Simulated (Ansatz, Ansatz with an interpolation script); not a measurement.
Records of electronic-structure calculations.

### From a coarse GW mesh to bands everywhere: SiO2 (Imma)

The structure is orthorhombic, space group Imma (No. 74). The conventional cell has a = 5.247 Å, b = 9.554 Å, c = 8.883 Å, α = 90.00°, β = 90.00°, γ = 90.00°. Nearest to Si lie 4 O at 1.60 to 1.61 Å. O has 2 Si at 1.61 Å nearest. O has 2 Si at 1.60 Å nearest. Farther neighbours and most contacts between anions are not listed.

```xyz
12
Lattice="-2.6233 4.7768 4.4417 2.6233 -4.7768 4.4417 2.6233 4.7768 -4.4417" Properties=species:S:1:pos:R:3 pbc="T T T"
Si    0.0000    0.8083    7.5059
Si    0.0000    5.5850    1.3774
Si    2.6233    3.9685   -3.0643
Si    2.6233   -0.8083    3.0643
O     2.6233   -2.3884    3.3818
O     0.0000    7.1651    1.0599
O     1.3117    5.1892    2.2208
O     1.3117    4.3643   -2.2208
O     1.3117   -0.4125    2.2208
O    -1.3117    5.1892    2.2208
O     0.0000    0.0000    0.0000
O     0.0000    4.7768    0.0000
```

```
method                              : DFT, LDA, plane waves, PAW (and 3 further levels or steps)
program                             : Ansatz 0.2.0 and Ansatz with an interpolation script 0.2.0
settings of one run                 : cutoff 420 eV, 4×4×4 k-mesh, smearing width 0.02 eV, default PAW, PAW set soft 2
notes                               : The cell and positions are those that the Materials Project relaxed with its own functionals (PBE, PBE+U or r2SCAN), kept fixed. At the band edge the lightest electron mass is 0.60 m_e at the start and 0.59 m_e in G0W0; the G0W0 masses rest on corrections from the 4×4×4 mesh alone and are rough. Bands and cutoff are finite, so the gap is not at the basis limit. The miss can reach some tenths of an eV and take either sign; the mesh is an error of its own. Above the frozen window of the model the interpolated levels need not meet the computed ones, even at points of the mesh.
LDA gap                             : 5.42 eV
G0W0 gap over the zone              : 8.77 eV, direct
least direct G0W0 gap, in the model : 8.77 eV
GW settings                         : 4×4×4 mesh, 1429 empty bands, screening to 200 eV
known limits                        : not at the basis limit
```

The Wannier model follows the LDA bands to 1 meV r.m.s. near the gap. The G0W0 gap over the zone is 8.77 eV, direct, from Γ to Γ; on the mesh alone it is 8.77 eV, nearly the same.

[Paths, hosts, dates, memory and timing lines, banners, echoed tables and standing remarks are left out of the program output.]

[Logs are printed without paths, hosts, clocks, repeated set-up lines and the standing remarks that a program may print on its own settings, such as how far it seeks lower states.]

[Runs of the session that timed out or met a known fault of the program may be left out.]

[Hosts, paths, dates, database ids (printed as entryN), source tags and the programs' standing remarks are cut or masked in the printed files.]
